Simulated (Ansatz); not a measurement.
**Elastic response of KH6C3NO5 (P2_1/c) (64 atoms)**

Aim: relax KH6C3NO5 (P2_1/c) (64 atoms), then change its volume and shape to read moduli from the stress.

Main program and level: Ansatz 0.2.0; Kohn-Sham DFT, LDA, PAW (set soft_2), plane waves.

## Step 1: Set-up

The cell holds 64 atoms: 4 K, 24 H, 12 C, 4 N and 20 O. Cell: a = 7.457 Å, b = 13.002 Å, c = 6.816 Å, α = 90.0°, β = 105.4°, γ = 90.0°. It derives from KH6C3NO5 (P2_1/c), repeated 1×1×1. KH6C3NO5, space group P2_1/c, structure from the Crystallography Open Database, 1 x 1 x 1 conventional cells; every coordinate displaced by a Gaussian of 0.01 Å; bonds to H set to neutron lengths (C-H 1.089, N-H 1.015, O-H 0.983, B-H 1.19 Å) where the listed ones are shorter.

Structure file:

```xyz
64
Lattice="7.4570 0.0000 0.0000 0.0000 13.0020 0.0000 -1.8112 0.0000 6.5710" Properties=species:S:1:pos:R:3 pbc="T T T"
K     3.5667    8.3130    0.6259
K     2.9686    1.8289    2.6510
K     2.0636    4.6603    5.9320
K     2.6677   11.1721    3.9429
H     5.5500    9.5302    6.2561
H    -0.8061    3.0297    3.6228
H     0.1071    3.4792    0.3137
H     6.4436    9.9785    2.9560
H     5.8607   11.0760    5.4615
H    -1.1056    4.5737    4.3817
H    -0.1950    1.9204    1.0795
H     6.7738    8.4172    2.1996
H     3.9044   11.6573    0.7956
H     2.6565    5.1515    2.5075
H     1.7445    1.3587    5.7936
H     2.9794    7.8472    4.0584
H     0.0014   12.5026    6.2210
H     4.7229    6.0142    3.6186
H     5.6538    0.5153    0.3441
H     0.9113    7.0113    2.9442
H     6.3079    6.3383    0.9230
H     0.2372   12.8221    2.3535
H    -0.6459    6.6746    5.6342
H     5.3976    0.1883    4.2114
H     4.3853    6.9678    6.0403
H     0.3163    0.4605    3.7930
H     1.2498    6.0273    0.5164
H     5.2961   12.5347    2.7658
C     6.2232   11.1588    0.5064
C     0.3074    4.6390    2.7672
C    -0.5965    1.8501    6.0643
C     5.3340    8.3358    3.7944
C    -1.7290   10.5721    6.4303
C     6.5022    4.0808    3.4293
C     7.4105    2.4245    0.1325
C     6.5853    8.9062    3.1462
C     1.2641   10.7818    0.7189
C     5.2609    4.2609    2.5757
C     4.3474    2.2361    5.8647
C     0.3683    8.7536    3.9939
N     2.0624   11.8200    0.4067
N     4.5086    5.3256    2.8994
N     3.6008    1.1755    6.1878
N     1.1156    7.6655    3.6935
O     5.1459   10.7324    0.0898
O     1.3930    4.2188    3.1965
O     0.4944    2.2806    6.4658
O     4.2417    8.7818    3.3718
O     6.3826   12.0822    1.3779
O     0.1705    5.5911    1.9253
O    -0.7399    0.9104    5.2178
O     5.4915    7.4157    4.6499
O     1.5695   10.0005    1.6206
O     4.9931    3.4974    1.6531
O     4.0665    3.0209    4.9462
O     0.6760    9.5349    4.9126
O     3.1595   12.1678    1.2022
O     3.4196    5.6551    2.0860
O     2.4860    0.8707    5.3836
O     2.2240    7.3675    4.4945
O     5.6885    6.6781    0.2656
O     0.8705    0.1623    3.0075
O    -0.0283    6.3337    6.3224
O     4.7683   12.8423    3.5301
```

## Step 2: Single point at the start

A single point comes first, to see the forces before anything moves.

Input file input.yaml:

```yaml
crystal:
  lattice:
    - [7.457, 0.0, 0.0]
    - [0.0, 13.002, 0.0]
    - [-1.81118, 0.0, 6.57096]
  atoms:
    - { symbol: K, position: [0.50144, 0.63936, 0.09526] }
    - { symbol: K, position: [0.49609, 0.14066, 0.40344] }
    - { symbol: K, position: [0.496, 0.35843, 0.90276] }
    - { symbol: K, position: [0.50348, 0.85926, 0.60005] }
    - { symbol: H, position: [0.97552, 0.73298, 0.95209] }
    - { symbol: H, position: [0.02581, 0.23302, 0.55133] }
    - { symbol: H, position: [0.02596, 0.26759, 0.04774] }
    - { symbol: H, position: [0.97337, 0.76746, 0.44986] }
    - { symbol: H, position: [0.98781, 0.85187, 0.83115] }
    - { symbol: H, position: [0.0137, 0.35177, 0.66683] }
    - { symbol: H, position: [0.01376, 0.1477, 0.16429] }
    - { symbol: H, position: [0.98968, 0.64738, 0.33475] }
    - { symbol: H, position: [0.553, 0.89658, 0.12108] }
    - { symbol: H, position: [0.44892, 0.39621, 0.3816] }
    - { symbol: H, position: [0.44809, 0.1045, 0.8817] }
    - { symbol: H, position: [0.54955, 0.60354, 0.61763] }
    - { symbol: H, position: [0.23013, 0.96159, 0.94674] }
    - { symbol: H, position: [0.76711, 0.46256, 0.5507] }
    - { symbol: H, position: [0.77091, 0.03963, 0.05237] }
    - { symbol: H, position: [0.23104, 0.53925, 0.44806] }
    - { symbol: H, position: [0.88002, 0.48749, 0.14046] }
    - { symbol: H, position: [0.1188, 0.98616, 0.35817] }
    - { symbol: H, position: [0.12164, 0.51335, 0.85744] }
    - { symbol: H, position: [0.87949, 0.01448, 0.64091] }
    - { symbol: H, position: [0.81134, 0.5359, 0.91924] }
    - { symbol: H, position: [0.18262, 0.03542, 0.57724] }
    - { symbol: H, position: [0.18669, 0.46357, 0.07859] }
    - { symbol: H, position: [0.81245, 0.96406, 0.42092] }
    - { symbol: C, position: [0.85326, 0.85824, 0.07706] }
    - { symbol: C, position: [0.1435, 0.35679, 0.42112] }
    - { symbol: C, position: [0.14417, 0.14229, 0.9229] }
    - { symbol: C, position: [0.85556, 0.64112, 0.57745] }
    - { symbol: C, position: [0.00582, 0.81311, 0.9786] }
    - { symbol: C, position: [0.99872, 0.31386, 0.52188] }
    - { symbol: C, position: [0.99866, 0.18647, 0.02016] }
    - { symbol: C, position: [0.9994, 0.68499, 0.47881] }
    - { symbol: C, position: [0.19609, 0.82924, 0.10941] }
    - { symbol: C, position: [0.8007, 0.32771, 0.39198] }
    - { symbol: C, position: [0.79978, 0.17198, 0.89252] }
    - { symbol: C, position: [0.19701, 0.67325, 0.60781] }
    - { symbol: "N", position: [0.29161, 0.90909, 0.0619] }
    - { symbol: "N", position: [0.71179, 0.4096, 0.44125] }
    - { symbol: "N", position: [0.71159, 0.09041, 0.94169] }
    - { symbol: "N", position: [0.28612, 0.58956, 0.56209] }
    - { symbol: O, position: [0.69339, 0.82544, 0.01367] }
    - { symbol: O, position: [0.30496, 0.32447, 0.48646] }
    - { symbol: O, position: [0.3053, 0.1754, 0.984] }
    - { symbol: O, position: [0.69345, 0.67542, 0.51314] }
    - { symbol: O, position: [0.90685, 0.92926, 0.2097] }
    - { symbol: O, position: [0.09403, 0.43002, 0.293] }
    - { symbol: O, position: [0.09364, 0.07002, 0.79407] }
    - { symbol: O, position: [0.9083, 0.57035, 0.70764] }
    - { symbol: O, position: [0.27038, 0.76915, 0.24663] }
    - { symbol: O, position: [0.73069, 0.26899, 0.25158] }
    - { symbol: O, position: [0.72815, 0.23234, 0.75274] }
    - { symbol: O, position: [0.27224, 0.73334, 0.74763] }
    - { symbol: O, position: [0.46813, 0.93584, 0.18296] }
    - { symbol: O, position: [0.53568, 0.43494, 0.31745] }
    - { symbol: O, position: [0.53237, 0.06697, 0.8193] }
    - { symbol: O, position: [0.46438, 0.56664, 0.684] }
    - { symbol: O, position: [0.77266, 0.51362, 0.04042] }
    - { symbol: O, position: [0.2279, 0.01248, 0.4577] }
    - { symbol: O, position: [0.2299, 0.48713, 0.96217] }
    - { symbol: O, position: [0.76992, 0.98772, 0.53722] }
kpoints:
  mp_grid: { grid: [2, 1, 2] }
hamiltonian:
  xc: lda
scf:
  occupations: { method: fixed }
output:
  forces: true
```

Started as:

```sh
$ ansatz run input.yaml --threads 4 --pin off --max-ram 8192MiB --backend cpu --events-out ev --progress --plain --runs-dir out
```

Numbers of over 12 decimals in the logs are rounded to 6 here.

The log of the run:

```text
Engine: ansatz 0.2.0, aarch64-unknown-linux-gnu
Pseudopotentials: kind: paw
Pseudopotential: K, paw, valence charge 9, recommended cutoff 420 eV (normal), K.paw.azcp
Pseudopotential: H, paw, valence charge 1, recommended cutoff 420 eV (normal), H.paw.azcp
Pseudopotential: C, paw, valence charge 4, recommended cutoff 420 eV (normal), C.paw.azcp
Pseudopotential: N, paw, valence charge 5, recommended cutoff 420 eV (normal), N.paw.azcp
Pseudopotential: O, paw, valence charge 6, recommended cutoff 420 eV (normal), O.paw.azcp
[... 3 lines on functional and potentials left out ...]
Crystal: 64 atoms, lattice volume = 637.093 Å³
Basis set: ecut = 420 eV, 12457 PW (Γ)
Bands: 188, of which v1, the nominal top of the filled ones, is band 124 counted from 1 (123 counted from 0)
Symmetry: 1 space group operations
Space group: P1 (ITA 1), of the structure as read, at distance tolerance 8.6e-5 Å
k-points: 4
[... 15 lines on functional and potentials left out ...]
Initial density: superposition of atomic densities (neutral atoms: chi_scale 0, normalization atom), corrected by the library's trained network
Initial wavefunctions: pseudopotential atomic-orbital guess
Functional: x = slater, c = lda
SCF iter   1: F=—  HF=-21879.433218 eV  |F-HF|=—  |Δ(HF+E_count)|=         —  Δρ=1.10e-2  dr2=6.17e-1  ethr=1.77e-3  ⟨swp⟩=5.0  Hψ=2424  notcnv=0  defer=246
preconditioner: auto → Resta (q_TF=auto, 2.331 Å⁻¹)  ε∞=2.8  [insulator: Δε(μ)=4.433 eV  Ē_g=16.840 eV  n_scr=138 (ndim 8)  ℏωp=22.8 eV  f_vac=0.128  ε∞_Penn≈2.8]
SCF iter   2: F=—  HF=-21879.255231 eV  |F-HF|=—  |Δ(HF+E_count)|=   1.78e-1  Δρ=4.76e-3  dr2=1.17e-1  ethr=2.49e-4  ⟨swp⟩=2.0  Hψ=1042  notcnv=0  defer=248
SCF iter   3: F=—  HF=-21879.223308 eV  |F-HF|=—  |Δ(HF+E_count)|=   3.19e-2  Δρ=2.27e-3  dr2=2.87e-2  ethr=4.72e-5  ⟨swp⟩=2.0  Hψ=999  notcnv=0  defer=128
automatic band count: iteration 3 solves 158 bands in place of 188: the levels show a gap, and the empty bands left out lie too high to hold charge; the band table lists the bands solved (type scf.n_extra_bands for more)
SCF iter   4: F=—  HF=-21879.216151 eV  |F-HF|=—  |Δ(HF+E_count)|=   7.16e-3  Δρ=5.61e-4  dr2=1.77e-3  ethr=1.16e-5  ⟨swp⟩=2.0  Hψ=999  notcnv=0  defer=128
SCF iter   5: F=—  HF=-21879.216183 eV  |F-HF|=—  |Δ(HF+E_count)|=   3.17e-5  Δρ=3.34e-4  dr2=6.14e-4  ethr=7.13e-7  ⟨swp⟩=2.0  Hψ=990  notcnv=0  defer=128
SCF iter   6: F=—  HF=-21879.216126 eV  |F-HF|=—  |Δ(HF+E_count)|=   5.67e-5  Δρ=1.16e-4  dr2=7.47e-5  ethr=2.47e-7  ⟨swp⟩=2.0  Hψ=991  notcnv=0  defer=105
SCF iter   7: F=—  HF=-21879.215439 eV  |F-HF|=—  |Δ(HF+E_count)|=   6.87e-4  Δρ=4.39e-5  dr2=1.11e-5  ethr=3.01e-8  ⟨swp⟩=2.0  Hψ=1088  notcnv=0  defer=105
SCF iter   8: F=—  HF=-21879.215439 eV  |F-HF|=—  |Δ(HF+E_count)|=   1.15e-7  Δρ=1.16e-5  dr2=8.33e-7  ethr=4.46e-9  ⟨swp⟩=2.0  Hψ=957  notcnv=0  defer=105
SCF iter   9: F=—  HF=-21879.215439 eV  |F-HF|=—  |Δ(HF+E_count)|=   4.48e-7  Δρ=5.68e-6  dr2=1.76e-7  ethr=3.36e-10  ⟨swp⟩=2.0  Hψ=967  notcnv=0  defer=105
SCF iter  10: F=-21879.215439 eV  HF=-21879.215439 eV  |F-HF|=5.53e-8  |Δ(HF+E_count)|=   1.50e-8  Δρ=3.78e-6  dr2=7.57e-8  ethr=4.03e-11  ⟨swp⟩=5.0  Hψ=2237  notcnv=0
SCF 1 converged in 10 iterations: F = -21879.215439 eV  dr2 = 7.57e-8
  greatest PAW one-centre occupation: 0.985 electrons in one spin orbital (limit 2), on the K atom at site 0 (counted from 0), in its partial waves of l = 0
SCF converged after 10 iterations
Free energy (F): -21879.215439 eV
Harris-Foulkes:  -21879.215439 eV  (|F-HF|=5.53e-8)
Internal energy: -21879.215439 eV  (E = F + TS)
E sigma→0 (E₀):  -21879.215439 eV
Fermi energy:    1.207852 eV
--- Per-component energies (eV) ---
  E_band       = -1833.922710
  E_kinetic    = 6434.853699
  E_local      = -16381.019798  (includes V_loc(G=0)·N_el)
  E_nonlocal   = 1635.304577
  E_hartree    = 5652.399652
  E_xc         = -2973.758502
  E_vxc        = -3771.895611  (∫ρ·V_xc dr)
  E_paw        = -7509.572766  (= ΣΔE_a)
  E_vpaw       = -1055.993696  (= ΣTr[D̂ρ^β])
  E_aug_tail   = 0.021982  (compensation charges beyond the density's cutoff)
  E_ewald      = -8741.486879
  E_core_change = 4.042596  (= ΣΔE_core)
  E_smearing   = -0.000000  (= −TS)
  E_closure    = 0.000000  (closes the sum)
  Σ components = -21879.215439   (vs F -21879.215439, Δ=0.00e0)
--- Forces (eV/Å), atoms counted from 1 ---
  atom   1  K     -0.06703373     0.00020848    -0.04473240
  atom   2  K      0.05485756    -0.04417385     0.06997358
  atom   3  K      0.06035401     0.05727617     0.07513726
  atom   4  K     -0.06526572     0.03931685    -0.12047087
  atom   5  H      0.06862571    -1.01078556    -0.16787912
  atom   6  H     -0.00708121    -0.75408097     0.13715690
  atom   7  H     -0.04062064     0.65176368     0.17650010
  atom   8  H     -0.02614288     0.11037500    -0.10229156
  atom   9  H     -0.10695736     0.05598937    -0.19066203
  atom  10  H      0.13249166     0.38770453     0.67185747
  atom  11  H      0.11279733    -0.27330327     0.76284661
  atom  12  H     -0.17017174    -0.35499249    -0.74565882
  atom  13  H      0.89570711    -0.52727914    -0.30885139
  atom  14  H     -0.51534397    -0.21944494     0.04349247
[...]
atom  63  O      0.49074482    -0.06357151    -0.22691975
  atom  64  O     -0.42192267     0.09308947     0.50635745
  max |Σ_I F_I| component: 1.14e-4 eV/Å
```

The job ended after 6.9 s (4 threads of Arm Neoverse V2, shared host; peak memory 2.1 GiB; 27 s of CPU time).

The r.m.s. force at the start is 0.60 eV/Å.

## Step 3: Cell and atoms relaxed

The cell is relaxed with the atoms, since the starting lattice needn't suit this functional.

Input file input.yaml:

```yaml
crystal:
  lattice:
    - [7.457, 0.0, 0.0]
    - [0.0, 13.002, 0.0]
    - [-1.81118, 0.0, 6.57096]
  atoms:
    [... the 64 atom lines of step 2 ...]
kpoints:
  mp_grid: { grid: [2, 1, 2] }
hamiltonian:
  xc: lda
scf:
  occupations: { method: fixed }
output:
  forces: true
relax:
  f_tol: 0.05
  max_steps: 150
  cell: {}
```

The log of the run:

```text
[...]
Crystal: 64 atoms, lattice volume = 637.093 Å³
Basis set: ecut = 420 eV, 12457 PW (Γ)
Bands: 188, of which v1, the nominal top of the filled ones, is band 124 counted from 1 (123 counted from 0)
Symmetry: 1 space group operations
[...]
k-points: 4
[...]
SCF iter   1: F=—  HF=-21879.433218 eV  |F-HF|=—  |Δ(HF+E_count)|=         —  Δρ=1.10e-2  dr2=6.17e-1  ethr=1.77e-3  ⟨swp⟩=5.0  Hψ=2424  notcnv=0  defer=246
[...]
SCF iter  10: F=-21879.215439 eV  HF=-21879.215439 eV  |F-HF|=5.53e-8  |Δ(HF+E_count)|=   1.50e-8  Δρ=3.78e-6  dr2=7.58e-8  ethr=4.03e-11  ⟨swp⟩=5.0  Hψ=2237  notcnv=0
SCF 1 converged in 10 iterations: F = -21879.215439 eV  dr2 = 7.58e-8
[...]
relax step   1: F+E_penalty+E_count = -21879.21543938 eV  Δ(F+E_penalty+E_count) = +0.000e0 eV  max|allowed force component| = 2.206e0 eV/Å  Δτ_max = 0.0000 Å  P = -2.085 GPa  Ω = 637.093 Å³  (10 SCF iters, dr2 threshold 1.00e-7 eV, accepted)
[... from here on, the SCF cycles and remarks between the steps are left out ...]
relax step   2: F+E_penalty+E_count = -21880.10218225 eV  Δ(F+E_penalty+E_count) = -8.867e-1 eV  max|allowed force component| = 1.399e0 eV/Å  Δτ_max = 0.1920 Å  P = +0.903 GPa  Ω = 574.848 Å³  energy of the carried Pulay correction = +3.407e-1 eV  (8 SCF iters, dr2 threshold 6.40e-6 eV, accepted)
relax step   3: F+E_penalty+E_count = -21880.38537116 eV  Δ(F+E_penalty+E_count) = -2.832e-1 eV  max|allowed force component| = 1.072e0 eV/Å  Δτ_max = 0.1430 Å  P = -0.067 GPa  Ω = 589.464 Å³  energy of the carried Pulay correction = +2.576e-1 eV  (7 SCF iters, dr2 threshold 6.40e-6 eV, accepted)
relax step   4: F+E_penalty+E_count = -21880.44128418 eV  Δ(F+E_penalty+E_count) = -5.591e-2 eV  max|allowed force component| = 3.169e-1 eV/Å  Δτ_max = 0.1482 Å  P = +0.613 GPa  Ω = 591.145 Å³  energy of the carried Pulay correction = +2.482e-1 eV  (8 SCF iters, dr2 threshold 6.40e-6 eV, accepted)
relax step   5: F+E_penalty+E_count = -21880.48859268 eV  Δ(F+E_penalty+E_count) = -4.731e-2 eV  max|allowed force component| = 2.435e-1 eV/Å  Δτ_max = 0.0647 Å  P = -0.139 GPa  Ω = 594.232 Å³  energy of the carried Pulay correction = +2.309e-1 eV  (7 SCF iters, dr2 threshold 6.28e-6 eV, accepted)
relax step   6: F+E_penalty+E_count = -21880.50494946 eV  Δ(F+E_penalty+E_count) = -1.636e-2 eV  max|allowed force component| = 1.380e-1 eV/Å  Δτ_max = 0.0549 Å  P = -0.085 GPa  Ω = 592.620 Å³  energy of the carried Pulay correction = +2.399e-1 eV  (7 SCF iters, dr2 threshold 3.71e-6 eV, accepted)
relax step   7: F+E_penalty+E_count = -21880.51744650 eV  Δ(F+E_penalty+E_count) = -1.250e-2 eV  max|allowed force component| = 8.513e-2 eV/Å  Δτ_max = 0.0172 Å  P = +0.001 GPa  Ω = 591.686 Å³  energy of the carried Pulay correction = +2.451e-1 eV  (7 SCF iters, dr2 threshold 1.19e-6 eV, accepted)
relax step   8: F+E_penalty+E_count = -21880.52369075 eV  Δ(F+E_penalty+E_count) = -6.244e-3 eV  max|allowed force component| = 5.225e-2 eV/Å  Δτ_max = 0.0237 Å  P = +0.024 GPa  Ω = 590.595 Å³  energy of the carried Pulay correction = +2.513e-1 eV  (7 SCF iters, dr2 threshold 4.53e-7 eV, accepted)
relax step   9: F+E_penalty+E_count = -21880.52036649 eV  Δ(F+E_penalty+E_count) = +3.324e-3 eV  max|allowed force component| = 4.299e-2 eV/Å  Δτ_max = 0.0132 Å  P = +0.012 GPa  Ω = 591.515 Å³  energy of the carried Pulay correction = +2.461e-1 eV  (7 SCF iters, dr2 threshold 1.71e-7 eV, accepted)
relax step  10: F+E_penalty+E_count = -21880.34809862 eV  Δ(F+E_penalty+E_count) = +1.723e-1 eV  max|allowed force component| = 4.241e-2 eV/Å  Δτ_max = 0.0000 Å  P = -0.434 GPa  Ω = 591.515 Å³  stress off target by 4.94e-1 GPa  SCF on the basis re-selected at this cell (its energy is not comparable with the rows above)  (8 SCF iters)
relax step  11: F+E_penalty+E_count = -21880.42226761 eV  Δ(F+E_penalty+E_count) = -7.417e-2 eV  max|allowed force component| = 1.001e-1 eV/Å  Δτ_max = 0.0374 Å  P = +0.190 GPa  Ω = 579.370 Å³  energy of the carried Pulay correction = +6.437e-2 eV  (8 SCF iters, dr2 threshold 6.11e-7 eV, accepted)
relax step  12: F+E_penalty+E_count = -21880.40703517 eV  Δ(F+E_penalty+E_count) = +1.523e-2 eV  max|allowed force component| = 6.398e-2 eV/Å  Δτ_max = 0.0140 Å  P = +0.001 GPa  Ω = 582.980 Å³  energy of the carried Pulay correction = +4.542e-2 eV  (7 SCF iters, dr2 threshold 6.26e-7 eV, accepted)
relax step  13: F+E_penalty+E_count = -21880.40783901 eV  Δ(F+E_penalty+E_count) = -8.038e-4 eV  max|allowed force component| = 3.086e-2 eV/Å  Δτ_max = 0.0096 Å  P = +0.001 GPa  Ω = 582.839 Å³  energy of the carried Pulay correction = +4.620e-2 eV  (6 SCF iters, dr2 threshold 2.56e-7 eV, accepted)
relax step  14: F+E_penalty+E_count = -21880.40679690 eV  Δ(F+E_penalty+E_count) = +1.042e-3 eV  max|allowed force component| = 4.321e-2 eV/Å  Δτ_max = 0.0057 Å  P = -0.010 GPa  Ω = 583.059 Å³  energy of the carried Pulay correction = +4.486e-2 eV  (9 SCF iters, accepted)
relax step  15: F+E_penalty+E_count = -21880.35974830 eV  Δ(F+E_penalty+E_count) = +4.705e-2 eV  max|allowed force component| = 4.396e-2 eV/Å  Δτ_max = 0.0000 Å  P = -0.065 GPa  Ω = 583.059 Å³  stress off target by 7.67e-2 GPa  SCF on the basis re-selected at this cell (its energy is not comparable with the rows above)  (6 SCF iters)
relax step  16: F+E_penalty+E_count = -21880.36864887 eV  Δ(F+E_penalty+E_count) = -8.901e-3 eV  max|allowed force component| = 3.446e-2 eV/Å  Δτ_max = 0.0062 Å  P = +0.010 GPa  Ω = 581.554 Å³  energy of the carried Pulay correction = +8.386e-3 eV  (8 SCF iters, dr2 threshold 1.47e-8 eV, accepted)
relax step  17: F+E_penalty+E_count = -21880.36219745 eV  Δ(F+E_penalty+E_count) = +6.451e-3 eV  max|allowed force component| = 3.447e-2 eV/Å  Δτ_max = 0.0000 Å  P = +0.005 GPa  Ω = 581.554 Å³  stress off target by 1.10e-2 GPa  SCF on the basis re-selected at this cell (its energy is not comparable with the rows above)  (5 SCF iters)
[...]
SCF converged after 5 iterations
Free energy (F): -21880.362197 eV
[...]
Internal energy: -21880.362197 eV  (E = F + TS)
E sigma→0 (E₀):  -21880.362197 eV
Fermi energy:    2.068718 eV
[...]
--- Forces (eV/Å), atoms counted from 1 ---
  atom   1  K      0.00145143    -0.00164259     0.00127476
  atom   2  K     -0.00110062    -0.00090792    -0.00154119
  atom   3  K     -0.00167815     0.00187265    -0.00187654
  atom   4  K      0.00152579     0.00092121     0.00174443
  atom   5  H      0.00065423    -0.00121778     0.00053765
  atom   6  H     -0.00168591    -0.00198846    -0.00046854
  atom   7  H     -0.00093091     0.00091843    -0.00067011
  atom   8  H      0.00072266     0.00135905     0.00061204
  atom   9  H     -0.00279108     0.00215732    -0.00403441
  atom  10  H      0.00402189     0.00208229     0.00317355
  atom  11  H      0.00242112    -0.00246937     0.00398345
  atom  12  H     -0.00234793    -0.00151910    -0.00380874
  atom  13  H     -0.00079357    -0.00115912    -0.00164238
  atom  14  H      0.00067215    -0.00114582     0.00211197
[...]
atom  63  O      0.00077446     0.00224045    -0.00770954
  atom  64  O     -0.00127035     0.00134441     0.00595088
  max |Σ_I F_I| component: 6.91e-6 eV/Å
--- Stress (GPa, compression-positive) ---
        0.001822       0.001061      -0.002822
        0.001061       0.004506      -0.000312
       -0.002822      -0.000312       0.010055
  P = ⅓ Tr σ = 0.0055 GPa (0.055 kbar)
--- Relaxed structure (14 steps of the walk, 14 accepted, 3 SCFs on fresh bases) ---
  F+E_penalty+E_count = -21880.36219745 eV   max|allowed force component| = 3.447e-2 eV/Å   (the final SCF, on the basis selected at the relaxed cell)
  cell:  # Å, volume = 581.5538 Å³
    - [7.311629, -0.000223967, -0.018759]
    - [-0.000390508, 12.549737, -5.2905075397321384e-5]
    - [-1.792402, 2.7660583298705302e-5, 6.342437]
  atoms:
    - { symbol: K, position: [0.491569, 0.635713, 0.096690] }
    - { symbol: K, position: [0.508164, 0.135682, 0.403354] }
    - { symbol: K, position: [0.508101, 0.364556, 0.903330] }
    - { symbol: K, position: [0.491568, 0.864586, 0.596677] }
[...]
- { symbol: O, position: [0.779326, 0.978871, 0.556087] }
```

Run time: 1.7 min. Hardware: 4 threads; peak memory 2.1 GiB.

The relaxation converged after 14 steps, with a largest force component of 0.034 eV/Å.

[end of part 1 of 3]

[Logs are printed without paths, hosts, clocks, repeated set-up lines and the standing remarks that a program may print on its own settings, such as how far it seeks lower states.]

[Hosts, paths, dates, database ids (printed as entryN), source tags and the programs' standing remarks are cut or masked in the printed files.]
